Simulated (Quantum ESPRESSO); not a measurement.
# Collinear magnetic orders of MnO2 with Quantum ESPRESSO

Wanted: the moments of MnO2 and the energy of each order that was tried.

Main program and level: Quantum ESPRESSO 7.5; LDA; plane waves with GBRV 1.5 LDA potentials, no spin-orbit coupling.

## (1) Set-up

Symmetry: Fd-3m, No. 227, cubic system. The conventional cell has a = 8.040 Å, b = 8.040 Å, c = 8.040 Å, α = 90.00°, β = 90.00°, γ = 90.00°. Nearest to Mn lie 6 O at 1.90 Å. Nearest to O lie 3 Mn at 1.90 Å. Farther neighbours and most contacts between anions are not listed.

The cell comes from Materials Project 2023-11-01, a database of computed structures, and need not be the stable phase.

## (2) Run 1 (ferro ++++)

The signs are those of the starting moments on the seeded atoms, the atoms that are given a moment.

pw.in reads:

```
&CONTROL
  calculation = 'scf'
  prefix = 'pwscf'
  outdir = './tmp'
  pseudo_dir = './pseudo'
  disk_io = 'nowf'
/
&SYSTEM
  ibrav = 0
  nat = 12
  ntyp = 2
  ecutwfc = 40
  ecutrho = 280
  nbnd = 79
  occupations = 'smearing'
  smearing = 'fd'
  degauss = 0.00367493
  nspin = 2
  starting_magnetization(1) = 0.3
  starting_magnetization(2) = 0
/
&ELECTRONS
  conv_thr = 2.4d-08
  electron_maxstep = 150
  mixing_beta = 0.3
/
ATOMIC_SPECIES
Mn     54.9380 mn_lda_v1.5.uspp.F.UPF
O      15.9990 o_lda_v1.2.uspp.F.UPF
CELL_PARAMETERS angstrom
   0.0000000000    4.0199925062    4.0199925062
   4.0199925062    0.0000000000    4.0199925062
   4.0199925062    4.0199925062    0.0000000000
ATOMIC_POSITIONS crystal
Mn      0.6250000000    0.1250000000    0.6250000000
Mn      0.1250000000    0.6250000000    0.6250000000
Mn      0.6250000000    0.6250000000    0.1250000000
Mn      0.6250000000    0.6250000000    0.6250000000
O       0.8328612900    0.3890462400    0.3890462400
O       0.3890462400    0.8328612900    0.3890462400
O       0.3890462400    0.3890462400    0.3890462400
O       0.3890462400    0.3890462400    0.8328612900
O       0.8609537600    0.4171387100    0.8609537600
O       0.4171387100    0.8609537600    0.8609537600
O       0.8609537600    0.8609537600    0.4171387100
O       0.8609537600    0.8609537600    0.8609537600
K_POINTS automatic
4 4 4 0 0 0
```

Command:

```sh
> OMP_NUM_THREADS=1 mpirun -n 4 pw.x -nk 4 -in pw.in > pw.out
```

The program printed:

```text
Program PWSCF v.7.5 starts

     Message from routine setup:
     using ibrav=0 with symmetry is DISCOURAGED, use correct ibrav instead

     K-points division:     npool     =       4
     Subspace diagonalization in iterative solution of the eigenvalue problem:

     G-vector sticks info
     --------------------
     sticks:   dense  smooth     PW     G-vecs:    dense   smooth      PW
     Sum        2233    1273    367                69473    29939    4645

     Using Slab Decomposition

     bravais-lattice index     =            0
     lattice parameter (alat)  =      10.7433  a.u.
     unit-cell volume          =     876.8036 (a.u.)^3
     number of atoms/cell      =           12
     number of atomic types    =            2
     number of electrons       =       108.00
     number of Kohn-Sham states=           79
     kinetic-energy cutoff     =      40.0000  Ry
     charge density cutoff     =     280.0000  Ry
     scf convergence threshold =      2.4E-08
     mixing beta               =       0.3000
     number of iterations used =            8  plain     mixing
     Exchange-correlation= SLA  PZ   NOGX NOGC
                           (   1   1   0   0   0   0   0)

     celldm(1)=  10.743335  celldm(2)=   0.000000  celldm(3)=   0.000000
     celldm(4)=   0.000000  celldm(5)=   0.000000  celldm(6)=   0.000000

     crystal axes: (cart. coord. in units of alat)
               a(1) = (   0.000000   0.707107   0.707107 )
               a(2) = (   0.707107   0.000000   0.707107 )
               a(3) = (   0.707107   0.707107   0.000000 )

     reciprocal axes: (cart. coord. in units 2 pi/alat)
               b(1) = ( -0.707107  0.707107  0.707107 )
               b(2) = (  0.707107 -0.707107  0.707107 )
               b(3) = (  0.707107  0.707107 -0.707107 )

     PseudoPot. # 1 for Mn read from file:
     mn_lda_v1.5.uspp.F.UPF
     Pseudo is Ultrasoft + core correction, Zval = 15.0
     Generated by new atomic code, or converted to UPF format
     Using radial grid of  859 points,  6 beta functions with:
                l(1) =   0
                l(2) =   0
                l(3) =   1
                l(4) =   1
                l(5) =   2
                l(6) =   2
     Q(r) pseudized with  8 coefficients,  rinner =    0.950   0.950   0.950
                                                       0.950   0.950

     PseudoPot. # 2 for O  read from file:
     o_lda_v1.2.uspp.F.UPF
     Pseudo is Ultrasoft + core correction, Zval =  6.0
     Generated by new atomic code, or converted to UPF format
     Using radial grid of  737 points,  5 beta functions with:
                l(1) =   0
                l(2) =   0
                l(3) =   1
                l(4) =   1
                l(5) =   2
     Q(r) pseudized with  8 coefficients,  rinner =    0.900   0.900   0.900
                                                       0.900   0.900

     atomic species   valence    mass     pseudopotential
     Mn               15.00    54.93800     Mn( 1.00)
     O                 6.00    15.99900     O ( 1.00)

     Starting magnetic structure
     atomic species   magnetization
     Mn              0.300
     O               0.000

     48 Sym. Ops., with inversion, found (24 have fractional translation)

   Cartesian axes

     site n.     atom                  positions (alat units)
         1        Mn     tau(   1) = (   0.5303301   0.8838835   0.5303301  )
         2        Mn     tau(   2) = (   0.8838835   0.5303301   0.5303301  )
         3        Mn     tau(   3) = (   0.5303301   0.5303301   0.8838835  )
         4        Mn     tau(   4) = (   0.8838835   0.8838835   0.8838835  )
         5        O      tau(   5) = (   0.5501945   0.8640191   0.8640191  )
         6        O      tau(   6) = (   0.8640191   0.5501945   0.8640191  )
         7        O      tau(   7) = (   0.5501945   0.5501945   0.5501945  )
         8        O      tau(   8) = (   0.8640191   0.8640191   0.5501945  )
         9        O      tau(   9) = (   0.9037479   1.2175725   0.9037479  )
        10        O      tau(  10) = (   1.2175725   0.9037479   0.9037479  )
        11        O      tau(  11) = (   0.9037479   0.9037479   1.2175725  )
        12        O      tau(  12) = (   1.2175725   1.2175725   1.2175725  )

     number of k points=     8  Fermi-Dirac smearing, width (Ry)=  0.0037
                       cart. coord. in units 2pi/alat
        k(    1) = (   0.0000000   0.0000000   0.0000000), wk =   0.0156250
        k(    2) = (   0.1767767   0.1767767  -0.1767767), wk =   0.1250000
        k(    3) = (  -0.3535534  -0.3535534   0.3535534), wk =   0.0625000
        k(    4) = (   0.3535534   0.0000000   0.0000000), wk =   0.0937500
        k(    5) = (  -0.1767767  -0.5303301   0.5303301), wk =   0.3750000
        k(    6) = (   0.0000000  -0.3535534   0.3535534), wk =   0.1875000
        k(    7) = (  -0.7071068   0.0000000   0.0000000), wk =   0.0468750
        k(    8) = (  -0.7071068   0.3535534   0.0000000), wk =   0.0937500

     Dense  grid:    69473 G-vectors     FFT dimensions: (  60,  60,  60)

     Smooth grid:    29939 G-vectors     FFT dimensions: (  48,  48,  48)

     Check: negative core charge=   -0.000041
     Generating pointlists ...
     new r_m :   0.1381 (alat units)  1.4840 (a.u.) for type    1
     new r_m :   0.1381 (alat units)  1.4840 (a.u.) for type    2

     Initial potential from superposition of free atoms

     starting charge     105.9997, renormalised to     108.0000
     Starting wfcs are   84 randomized atomic wfcs

     Self-consistent Calculation

     iteration #  1     ecut=    40.00 Ry     beta= 0.30
     Davidson diagonalization with overlap
     ethr =  1.00E-02,  avg # of iterations =  6.1

     total energy              =   -1100.85260680 Ry
     estimated scf accuracy    <       9.07310223 Ry

     total magnetization       =    12.00 Bohr mag/cell
     absolute magnetization    =    12.29 Bohr mag/cell

     iteration #  2     ecut=    40.00 Ry     beta= 0.30
     Davidson diagonalization with overlap
     ethr =  8.40E-03,  avg # of iterations =  1.9

     total energy              =   -1101.67257222 Ry
     estimated scf accuracy    <       9.21180937 Ry

     total magnetization       =    10.31 Bohr mag/cell
     absolute magnetization    =    10.37 Bohr mag/cell

     iteration #  3     ecut=    40.00 Ry     beta= 0.30
     Davidson diagonalization with overlap
     ethr =  8.40E-03,  avg # of iterations =  1.2

     total energy              =   -1103.05026666 Ry
     estimated scf accuracy    <       0.94048105 Ry

     total magnetization       =    12.00 Bohr mag/cell
     absolute magnetization    =    12.48 Bohr mag/cell

     [... further iterations left out ...]

     iteration # 10     ecut=    40.00 Ry     beta= 0.30
     Davidson diagonalization with overlap
     ethr =  7.49E-08,  avg # of iterations =  2.4

     total energy              =   -1103.27370548 Ry
     estimated scf accuracy    <       0.00000077 Ry

     total magnetization       =    11.95 Bohr mag/cell
     absolute magnetization    =    12.04 Bohr mag/cell

     iteration # 11     ecut=    40.00 Ry     beta= 0.30
     Davidson diagonalization with overlap
     ethr =  7.14E-10,  avg # of iterations =  2.7

     total energy              =   -1103.27370576 Ry
     estimated scf accuracy    <       0.00000034 Ry

     total magnetization       =    11.95 Bohr mag/cell
     absolute magnetization    =    12.04 Bohr mag/cell

     iteration # 12     ecut=    40.00 Ry     beta= 0.30
     Davidson diagonalization with overlap
     ethr =  3.15E-10,  avg # of iterations =  1.5

     total energy              =   -1103.27370591 Ry
     estimated scf accuracy    <       0.00000004 Ry

     total magnetization       =    11.95 Bohr mag/cell
     absolute magnetization    =    12.04 Bohr mag/cell

     iteration # 13     ecut=    40.00 Ry     beta= 0.30
     Davidson diagonalization with overlap
     ethr =  3.43E-11,  avg # of iterations =  2.0

     Magnetic moment per site  (integrated on atomic sphere of radius R)
     atom   1 (R=0.138)  charge= 11.7488  magn=  2.4656
     atom   2 (R=0.138)  charge= 11.7488  magn=  2.4656
     atom   3 (R=0.138)  charge= 11.7488  magn=  2.4656
     atom   4 (R=0.138)  charge= 11.7488  magn=  2.4656
     atom   5 (R=0.138)  charge=  5.2099  magn=  0.0620
     atom   6 (R=0.138)  charge=  5.2099  magn=  0.0620
     atom   7 (R=0.138)  charge=  5.2099  magn=  0.0620
     atom   8 (R=0.138)  charge=  5.2099  magn=  0.0620
     atom   9 (R=0.138)  charge=  5.2099  magn=  0.0620
     atom  10 (R=0.138)  charge=  5.2099  magn=  0.0620
     atom  11 (R=0.138)  charge=  5.2099  magn=  0.0620
     atom  12 (R=0.138)  charge=  5.2099  magn=  0.0620

     End of self-consistent calculation

     [... lines left out ...]
     the Fermi energy is     7.4854 ev

!    total energy              =   -1103.27370595 Ry
     estimated scf accuracy    <          4.2E-09 Ry
     smearing contrib. (-TS)   =      -0.00053562 Ry
     internal energy E=F+TS    =   -1103.27317033 Ry

     The total energy is F=E-TS. E is the sum of the following terms:
     one-electron contribution =    -775.63560221 Ry
     hartree contribution      =     431.16857408 Ry
     xc contribution           =    -161.76341372 Ry
     ewald contribution        =    -597.04272848 Ry

     total magnetization       =    11.95 Bohr mag/cell
     absolute magnetization    =    12.04 Bohr mag/cell

     convergence has been achieved in  13 iterations

=------------------------------------------------------------------------------=
   JOB DONE.
=------------------------------------------------------------------------------=
```

It took 45 s on 4 MPI ranks of Arm Neoverse V1, shared host; peak memory 0.76 GiB.

Spin moment in the atom's sphere by atom:

| atom | spin moment in the atom's sphere (μB) |
| --- | --- |
| Mn1 | 2.47 |
| Mn2 | 2.47 |
| Mn3 | 2.47 |
| Mn4 | 2.47 |
| O5 | 0.06 |
| O6 | 0.06 |
| O7 | 0.06 |
| O8 | 0.06 |
| O9 | 0.06 |
| O10 | 0.06 |
| O11 | 0.06 |
| O12 | 0.06 |

Read from the output:

```
smearing term TS       : 0.007287 eV
magnetization          : 11.95 μB
absolute magnetization : 12.04 μB
final state            : ferromagnetic
```

Spin density in the ac plane of the conventional cell at fractional y = 0.125, with atoms of Mn and O within 0.2 Å of it.

Ten even steps from '_' (0.0 e/Å³) to '@' (4.6 e/Å³), each cell a mean:
```
____________________________________________
____________________________________--==::__
____________________________________==@@==__
____________________________________--==--__
____________________________________________
____________________________________________
__________________________....______________
________________________..##**..____________
________________________..####..____________
__________________________....______________
____________________________________________
____________________________________________
______________--==::________________________
______________==@@==________________________
______________--==--________________________
____________________________________________
____________________________________________
____....____________________________________
__..##**..__________________________________
__..####..__________________________________
____....____________________________________
____________________________________________
```
Columns run along a (8.0 Å), rows up along c (8.0 Å), edges of the conventional cell, whose origin can differ from the input's. Atoms in or near the plane, at fractional coordinates: Mn at (0.38, 0.38), Mn at (0.88, 0.88), Mn at (0.12, 0.13), Mn at (0.62, 0.62), O at (0.89, 0.11), O at (0.39, 0.61), O at (0.61, 0.39), O at (0.11, 0.89), O at (0.36, 0.14), O at (0.86, 0.64), O at (0.14, 0.36), O at (0.64, 0.86).

Valence density in the ac plane of the conventional cell at fractional y = 0.125, with atoms of Mn and O within 0.2 Å of it. It is the smooth field of the valence electrons, not physical close to the nuclei.

Values in e/Å³, 12 rows by 16 columns, each cell a mean:
```
 1  3  3  0  0  0  0  0  0  1  1  1  0  4  5  1
 1  5  4  1  0  0  0  0  0  3  6  2  1 12 15  3
 0  1  1  0  0  0  0  0  0  1  2  1  0  2  2  0
 0  0  0  0  0  1  1  1  0  4  5  1  1  3  3  0
 0  0  0  0  0  3  6  2  1 12 15  3  1  5  4  1
 0  0  0  0  0  1  2  1  0  2  2  0  0  1  1  0
 0  1  1  1  0  4  5  1  1  3  3  0  0  0  0  0
 0  3  6  2  1 12 15  3  1  5  4  1  0  0  0  0
 0  1  2  1  0  2  2  0  0  1  1  0  0  0  0  0
 0  4  5  1  1  3  3  0  0  0  0  0  0  1  1  1
 1 12 15  3  1  5  4  1  0  0  0  0  0  3  6  2
 0  2  2  0  0  1  1  0  0  0  0  0  0  1  2  1
```
Columns run along a (8.0 Å), rows up along c (8.0 Å), edges of the conventional cell, whose origin can differ from the input's. Atoms in or near the plane, at fractional coordinates: Mn at (0.38, 0.38), Mn at (0.88, 0.88), Mn at (0.12, 0.13), Mn at (0.62, 0.62), O at (0.89, 0.11), O at (0.39, 0.61), O at (0.61, 0.39), O at (0.11, 0.89), O at (0.36, 0.14), O at (0.86, 0.64), O at (0.14, 0.36), O at (0.64, 0.86).

(Part 1 of 2 ends here.)

[Logs and program files are shortened in this print: banners, set-up blocks, solver, clock and traceback lines can be left out without a mark of their own.]

[Logs are printed without paths, hosts, clocks, repeated set-up lines and the standing remarks that a program may print on its own settings, such as how far it seeks lower states.]

[Hosts, paths, dates, database ids (printed as entryN), source tags and the programs' standing remarks are cut or masked in the printed files.]

[Where a cell is said to come from a database of computed structures, the database is the Materials Project.]
